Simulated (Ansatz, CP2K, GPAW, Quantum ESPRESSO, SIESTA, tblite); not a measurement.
## Twisted graphene monolayer on bilayer, 77.90° (186 atoms) in CP2K

How do the settings of CP2K change the result for twisted graphene monolayer on bilayer, 77.90° (186 atoms)? A plane-wave run serves as the yardstick.

Calculated with CP2K 2026.2; the method is named at each step.

## Step 1: The structure

The cell holds 186 atoms: 186 C. Cell: a = 13.697 Å, b = 13.697 Å, c = 20.690 Å, α = 90.0°, β = 90.0°, γ = 120.0°. It derives from C (graphene). Graphene (a = 2.46 Å) under graphene (a = 2.46 Å), monolayer on bilayer, commensurate cell of 31 unit cells a layer, twist 77.90 deg; facing planes 3.32, 3.37 Å apart as built; 14 Å of vacuum; minimised with a classical potential. Then every atom was moved at random, 0.03 Å r.m.s. a Cartesian component. Regions: layer 1, 62 atoms (62 C); layer 2, 62 atoms (62 C); layer 3, 62 atoms (62 C). Vacuum lies along c.

The yardstick, on the same geometry:

```
method                 : Kohn-Sham DFT, PBE, PAW, plane waves (Ansatz 0.2.0); cutoff 420 eV, Γ point, fermi-dirac smearing of 0.05 eV; PAW set soft_2
r.m.s. force component : 1.862 eV/Å
longest force          : 11.36 eV/Å
SCF cycles             : 10
time                   : 1.9 min on 4 threads of Arm Neoverse V1, shared host
CPU time               : 7.3 min
```

## Step 2: PBE, DZVP-MOLOPT-SR, 450/50 Ry, diagonalisation

Method: Kohn-Sham DFT, PBE, GTH-PBE pseudopotentials, Gaussian and plane waves, DZVP-MOLOPT-SR-GTH, diagonalisation.

Input file input.inp:

```
&GLOBAL
  PROJECT cell
  RUN_TYPE ENERGY_FORCE
  PRINT_LEVEL LOW
&END GLOBAL
&FORCE_EVAL
  METHOD QS
  &DFT
    BASIS_SET_FILE_NAME BASIS_MOLOPT
    POTENTIAL_FILE_NAME GTH_POTENTIALS
    &MGRID
      CUTOFF 450
      REL_CUTOFF 50
    &END MGRID
    &QS
      EPS_DEFAULT 1.0E-12
    &END QS
    &SCF
      SCF_GUESS ATOMIC
      EPS_SCF 5.0E-06
      MAX_SCF 200
      ADDED_MOS 83
      &DIAGONALIZATION
        ALGORITHM STANDARD
      &END DIAGONALIZATION
      &SMEAR ON
        METHOD FERMI_DIRAC
        ELECTRONIC_TEMPERATURE [K] 580
      &END SMEAR
      &MIXING
        METHOD BROYDEN_MIXING
        ALPHA 0.2
        NBROYDEN 12
        BETA 0.05
      &END MIXING
      &PRINT
        &RESTART OFF
        &END RESTART
      &END PRINT
    &END SCF
    &XC
      &XC_FUNCTIONAL PBE
      &END XC_FUNCTIONAL
    &END XC
    &PRINT
      &MULLIKEN ON
      &END MULLIKEN
      &HIRSHFELD ON
        SHAPE_FUNCTION DENSITY
      &END HIRSHFELD
      &MO ON
        EIGENVALUES T
        OCCUPATION_NUMBERS T
        MO_INDEX_RANGE 361 384
        &EACH
          QS_SCF 0
        &END EACH
        ADD_LAST NUMERIC
      &END MO
    &END PRINT
  &END DFT
  &SUBSYS
    &CELL
      A 13.69670 0.00000 0.00000
      B -6.84835 11.86169 0.00000
      C 0.00000 0.00000 20.69000
    &END CELL
    &COORD
      C 0.23476 1.36979 6.96943
      C 1.28585 0.50460 6.95639
      C -0.65778 3.73109 6.95681
      C 0.40659 2.79402 6.95887
      C -1.50314 5.97699 6.93777
      C -0.49746 5.05427 6.93549
      C -2.41069 8.28812 7.01681
      C -1.36426 7.40798 6.97729
      C -3.30289 10.56319 7.00750
      C -2.16278 9.73952 6.96756
      C 2.58354 1.04917 6.94584
      C 3.70996 0.09335 6.94543
      C 1.77749 3.32685 6.92412
      C 2.83042 2.41148 6.91253
      C 0.81625 5.58460 6.95432
      C 1.97541 4.74978 6.95329
      C 0.02486 7.90641 6.97687
      C 1.13443 7.02675 6.95618
      C -0.85947 10.15954 7.01225
      C 0.26099 9.31344 6.90549
      C 5.09079 0.65571 6.91584
      C -0.68648 11.59172 6.97646
      C 4.21400 2.95083 6.93218
      C 5.34527 1.99253 6.93322
      C 3.25577 5.17585 6.89432
      C 4.46280 4.35443 6.95929
      C 2.48136 7.53680 6.92225
      C 3.57443 6.63235 6.97832
      C 1.53293 9.81531 6.99053
      C 2.61381 8.93695 7.01598
      C 7.52106 0.23830 6.98246
      C 1.80057 11.20906 6.96819
      C 6.62735 2.50626 6.95267
      C 7.74761 1.65743 6.95205
      C 5.73001 4.91525 6.94336
      C 6.86602 3.92219 6.97853
      C 4.89205 7.09543 6.96177
      C 6.00635 6.22798 6.96115
      C 3.96170 9.45816 6.98701
      C 5.11729 8.53650 6.96446
      C 3.08950 11.72564 6.91812
      C 4.16126 10.83340 6.99301
      C 9.11659 2.17484 6.93343
      C 10.15104 1.23623 6.91480
      C 8.16234 4.48858 6.95660
      C 9.22815 3.59267 6.95887
      C 7.27733 6.75760 6.99819
      C 8.38676 5.89146 6.97460
      C 6.40074 9.03908 6.97108
      C 7.51867 8.13688 6.92453
      C 5.54600 11.35365 6.99032
      C 6.65324 10.48751 6.92515
      C 11.49139 1.78898 6.97460
      C 12.54748 0.87077 6.96053
      C 10.58762 4.05041 6.95287
      C 11.68068 3.20455 6.94667
[... 126 atom lines left out ...]
      C -2.07300 4.67327 13.71726
      C -1.72667 3.31404 13.72326
      C -0.47822 2.84242 13.72140
      C -0.25750 1.42150 13.74664
    &END COORD
    &KIND C
      BASIS_SET DZVP-MOLOPT-SR-GTH-q4
      POTENTIAL GTH-PBE-q4
    &END KIND
  &END SUBSYS
  &PRINT
    &FORCES ON
    &END FORCES
  &END PRINT
&END FORCE_EVAL
```

Started as:

```bash
> OMP_NUM_THREADS=1 mpirun -np 4 cp2k.psmp -i input.inp > output.txt
```

Numbers of over 12 decimals in the logs are rounded to 6 here.

The log of the run:

```text
CP2K| version string:                                       CP2K version 2026.2
 CP2K| Input file name                                                 input.inp
 GLOBAL| Basis set file name                                        BASIS_MOLOPT
 GLOBAL| Potential file name                                      GTH_POTENTIALS
 GLOBAL| Run type                                                   ENERGY_FORCE
 GLOBAL| Total number of message passing processes                             4
 GLOBAL| Number of threads for this process                                    1
 TOTAL NUMBERS AND MAXIMUM NUMBERS
  Total number of            - Atomic kinds:                                   1
                             - Atoms:                                        186
                             - Shell sets:                                   186
                             - Shells:                                       930
                             - Primitive Cartesian functions:                930
                             - Cartesian basis functions:                   2604
                             - Spherical basis functions:                   2418
  Maximum angular momentum of- Orbital basis functions:                        2
                             - Local part of the GTH pseudopotential:          2
                             - Non-local part of the GTH pseudopotential:      0
 SCF PARAMETERS         Density guess:                                    ATOMIC
                        max_scf:                                             200
                        eps_scf:                                        5.00E-06
                        added MOs                                        83    0
                        Mixing method:                            BROYDEN_MIXING
                                                charge density mixing in g-space
                        Smear method:                                FERMI_DIRAC
                        Electronic temperature [K]:                        580.0
                        Electronic temperature [a.u.]:                  1.84E-03
                        Accuracy threshold:                             1.00E-10
 Extrapolation method: initial_guess
 Number of electrons:                                                        744
 Number of occupied orbitals:                                                372
 Number of molecular orbitals:                                               455
 Number of orbital functions:                                               2418
 Number of independent orbital functions:                                   2418
 SCF WAVEFUNCTION OPTIMIZATION
  Step     Update method      Time    Convergence         Total energy    Change
     1 NoMix/Diag. 0.20E+00    8.8     0.92688153     -1052.5919614808 -1.05E+03
     2 Broy./Diag. 0.20E+00   12.8     0.02728935     -1015.7911460478  3.68E+01
     3 Broy./Diag. 0.20E+00   12.8     0.05417343     -1051.8768749435 -3.61E+01
     4 Broy./Diag. 0.20E+00   12.7     0.01575673     -1065.1726882120 -1.33E+01
[...]
13 Broy./Diag. 0.20E+00   12.8     0.00000686     -1059.0426317123 -6.38E-04
    14 Broy./Diag. 0.20E+00   12.9     0.00000186     -1059.0428215436 -1.90E-04
  *** SCF run converged in    14 steps ***
  Electronic density on regular grids:       -743.9999999997        0.0000000003
  Core density on regular grids:              743.9999999994       -0.0000000006
  Total charge density on r-space grids:       -0.0000000004
  Total charge density g-space grids:          -0.0000000004
  Overlap energy of the core charge distribution:               5.46152e-05
  Self energy of the core charge distribution:              -2480.311474
  Core Hamiltonian energy:                                    780.606252
  Hartree energy:                                             966.927993
  Exchange-correlation energy:                               -326.265646
  Electronic entropic energy:                                  -6.5e-13
  Fermi energy:                                                 0.016189
  Total energy:                                             -1059.042822
  Total energy (extrapolated to T->0):                      -1059.042822
 MO| EIGENVALUES AND OCCUPATION NUMBERS
 MO|
 MO|  Index      Eigenvalue [a.u.]        Eigenvalue [eV]             Occupation
 MO|    361              -0.052364              -1.424904               2.000000
 MO|    362              -0.050347              -1.370014               2.000000
 MO|    363              -0.048933              -1.331526               2.000000
[...]
MO|    383               0.077826               2.117742               0.000000
 MO|    384               0.079670               2.167940               0.000000
 MO| Sum:                                                             744.000000
 MO| E(Fermi):            0.016189 a.u.          0.440517 eV
 !-----------------------------------------------------------------------------!
                     Mulliken Population Analysis
 #  Atom  Element  Kind  Atomic population                           Net charge
       1     C        1          3.998352                              0.001648
       2     C        1          4.002913                             -0.002913
       3     C        1          4.006278                             -0.006278
[...]
185     C        1          4.006279                             -0.006279
     186     C        1          3.995882                              0.004118
 # Total charge                            744.000000                  0.000000
 !-----------------------------------------------------------------------------!
 !-----------------------------------------------------------------------------!
                           Hirshfeld Charges
  #Atom  Element  Kind  Ref Charge     Population                    Net charge
      1       C      1       4.000          3.999                         0.001
      2       C      1       4.000          4.006                        -0.006
      3       C      1       4.000          4.001                        -0.001
[...]
185       C      1       4.000          4.001                        -0.001
    186       C      1       4.000          3.996                         0.004
  Total Charge                                                           -0.000
 !-----------------------------------------------------------------------------!
 ENERGY| Total FORCE_EVAL ( QS ) energy [hartree]          -1059.042899
 FORCES| Atomic forces [hartree/bohr]
 FORCES|   Atom     x               y               z               |f|
 FORCES|      1 -7.24785979E-02  3.48010953E-02 -3.65119890E-03   8.04835054E-02
 FORCES|      2  3.90135783E-02 -1.01848053E-04  3.26385043E-04   3.90150764E-02
 FORCES|      3 -4.56604626E-02 -9.19795672E-02 -2.47599864E-03   1.02719274E-01
[...]
FORCES|    185  1.05331062E-01 -2.03469186E-02 -1.58558402E-03   1.07289999E-01
 FORCES|    186  1.03107706E-02 -6.50006602E-03 -9.47460968E-03   1.54379751E-02
 FORCES| Sum    -5.47569712E-05  2.66924565E-05 -1.69427821E-04
 FORCES| Total atomic force                                       1.80046105E-04
```

The job ended after 3.3 min (4 MPI ranks of Arm Neoverse V1, shared host; peak memory 8.8 GiB; 13 min of CPU time).

Banners, paths, timers and routine set-up lines are dropped from the logs unmarked, and long logs keep their key lines alone; longer cuts are marked.

Numbers from this run, and their distance from the reference:

* r.m.s. force component: 1.892 eV/Å
* r.m.s. difference of force components: 34.19 meV/Å
* longest difference of force vectors: 160.1 meV/Å
* force difference over r.m.s. force: 1.836 %
* slope of forces against the reference's: 1.016
* correlation of force components: 1

Local excerpt of 10 atoms (numbers count through the whole input) about C129, which bears the longest force; x, y, z are measured from there.

| atom | x | y | z | distance (Å) | bonds | Hirshfeld charge (e) | Fx | Fy | Fz (eV/Å) |
| --- | --- | --- | --- | --- | --- | --- | --- | --- | --- |
| C129 | 0.00 | 0.00 | 0.00 | 0.00 | 3 | -0.01 | -9.29 | -6.82 | -0.13 |
| C168 | 0.94 | 0.83 | -0.02 | 1.26 | 3 | -0.01 | 9.57 | 4.68 | 0.09 |
| C130 | 0.14 | -1.45 | -0.03 | 1.46 | 3 | 0.01 | 1.07 | 1.16 | 0.67 |
| C158 | -1.41 | 0.46 | 0.01 | 1.49 | 3 | 0.01 | 0.64 | 0.10 | 0.13 |
| C167 | 0.78 | 2.24 | -0.02 | 2.37 | 3 | 0.01 | -0.55 | 0.92 | 0.15 |
| C135 | 2.37 | 0.31 | -0.01 | 2.39 | 3 | 0.01 | -1.36 | 1.23 | -0.10 |
| C133 | 1.49 | -1.96 | 0.03 | 2.46 | 3 | 0.00 | -1.83 | 0.37 | -0.36 |
| C157 | -1.61 | 1.86 | 0.02 | 2.46 | 3 | -0.01 | -3.59 | -0.54 | -0.44 |
| C127 | -1.00 | -2.31 | 0.00 | 2.52 | 3 | 0.00 | 3.58 | -1.91 | -0.15 |
| C125 | -2.55 | -0.41 | 0.00 | 2.58 | 3 | 0.00 | 1.71 | -1.44 | 0.23 |

Forces lie 1.8 % from the reference's, at 1.8 times its CPU time.

## Step 3: GFN1-xTB, diagonalisation

Method: GFN1-xTB tight binding (the program's own implementation), diagonalisation.

Input file input.inp:

```
&GLOBAL
  PROJECT cell
  RUN_TYPE ENERGY_FORCE
  PRINT_LEVEL LOW
&END GLOBAL
&FORCE_EVAL
  METHOD QS
  &DFT
    &QS
      METHOD XTB
      &XTB
        GFN_TYPE 1
        DO_EWALD T
        CHECK_ATOMIC_CHARGES F
      &END XTB
    &END QS
    &SCF
      SCF_GUESS ATOMIC
      EPS_SCF 1.0E-06
      MAX_SCF 200
      ADDED_MOS 139
      &DIAGONALIZATION
        ALGORITHM STANDARD
      &END DIAGONALIZATION
      &SMEAR ON
        METHOD FERMI_DIRAC
        ELECTRONIC_TEMPERATURE [K] 580
      &END SMEAR
      &MIXING
        METHOD BROYDEN_MIXING
        ALPHA 0.15
        NBROYDEN 8
      &END MIXING
      &PRINT
        &RESTART OFF
        &END RESTART
      &END PRINT
    &END SCF
    &PRINT
      &MULLIKEN ON
      &END MULLIKEN
    &END PRINT
  &END DFT
  &SUBSYS
    &CELL
      A 13.69670 0.00000 0.00000
      B -6.84835 11.86169 0.00000
      C 0.00000 0.00000 20.69000
    &END CELL
    &TOPOLOGY
      COORD_FILE_NAME structure.xyz
      COORD_FILE_FORMAT XYZ
    &END TOPOLOGY
  &END SUBSYS
  &PRINT
    &FORCES ON
    &END FORCES
  &END PRINT
&END FORCE_EVAL
```

Input file structure.xyz:

```xyz
186

C 0.23476 1.36979 6.96943
C 1.28585 0.50460 6.95639
C -0.65778 3.73109 6.95681
C 0.40659 2.79402 6.95887
C -1.50314 5.97699 6.93777
C -0.49746 5.05427 6.93549
C -2.41069 8.28812 7.01681
C -1.36426 7.40798 6.97729
C -3.30289 10.56319 7.00750
C -2.16278 9.73952 6.96756
C 2.58354 1.04917 6.94584
C 3.70996 0.09335 6.94543
C 1.77749 3.32685 6.92412
C 2.83042 2.41148 6.91253
C 0.81625 5.58460 6.95432
C 1.97541 4.74978 6.95329
C 0.02486 7.90641 6.97687
C 1.13443 7.02675 6.95618
C -0.85947 10.15954 7.01225
C 0.26099 9.31344 6.90549
[... 162 atom lines left out ...]
C -2.07300 4.67327 13.71726
C -1.72667 3.31404 13.72326
C -0.47822 2.84242 13.72140
C -0.25750 1.42150 13.74664
```

Started as:

```bash
> OMP_NUM_THREADS=2 cp2k.psmp -i input.inp > output.txt
```

The log of the run:

```text
CP2K| version string:                                       CP2K version 2026.2
 CP2K| Input file name                                                 input.inp
 GLOBAL| Basis set file name                                           BASIS_SET
 GLOBAL| Potential file name                                           POTENTIAL
[... lines left out ...]
                        Smear method:                                FERMI_DIRAC
[... lines left out ...]
 Number of electrons:                                                        744
[... lines left out ...]
  Step     Update method      Time    Convergence         Total energy    Change
[... lines left out ...]
  *** SCF run converged in    28 steps ***
[... lines left out ...]
  Fermi energy:                                                -0.376787
  Total energy:                                              -395.288240
  Total energy (extrapolated to T->0):                       -395.288240
[... lines left out ...]
     185     C          1                 3.998548                      0.001452
     186     C          1                 4.004549                     -0.004549
 # Total charge                         744.000000                      0.000000
 ENERGY| Total FORCE_EVAL ( QS ) energy [hartree]           -395.288240
 FORCES| Atomic forces [hartree/bohr]
 FORCES|   Atom     x               y               z               |f|
 FORCES|      1 -6.65602204E-02  3.55714829E-02 -2.14999817E-03   7.54997737E-02
 FORCES|      2  3.48329872E-02 -8.94979647E-04  9.11823572E-04   3.48564113E-02
 FORCES|      3 -4.00144183E-02 -9.12738267E-02 -1.00797908E-03   9.96648440E-02
[...]
FORCES|    185  1.03431437E-01 -2.11719028E-02 -2.93274718E-03   1.05616820E-01
 FORCES|    186  1.09584121E-02 -4.22616108E-03 -9.64423585E-03   1.51973194E-02
 FORCES| Sum    -7.83748066E-15 -1.82579646E-15 -9.37964983E-15
 FORCES| Total atomic force                                       1.23587000E-14
```

It took 9.8 s on 2 threads; peak memory 0.3 GiB.

Compared with the plane-wave run:

- r.m.s. force component: 1.79 eV/Å
- r.m.s. difference of force components: 119.3 meV/Å
- longest difference of force vectors: 406.1 meV/Å
- force difference over r.m.s. force: 6.403 %
- slope of forces against the reference's: 0.9599
- correlation of force components: 0.9987

Against the first run (1.8 %), the force difference from the reference is 6.4 %, at 0.016 times the CPU time (on 2 against 4 cores) (28 SCF steps against 14); the model has changed, so this is no error of the program alone.

(Part 1 of 2 ends here.)

[Also dropped from logs without a mark: logging warnings of Python, and SIESTA's first energy breakdown and zero terms.]

[Logs are printed without paths, hosts, clocks, repeated set-up lines and the standing remarks that a program may print on its own settings, such as how far it seeks lower states.]

[Hosts, paths, dates, database ids (printed as entryN), source tags and the programs' standing remarks are cut or masked in the printed files.]
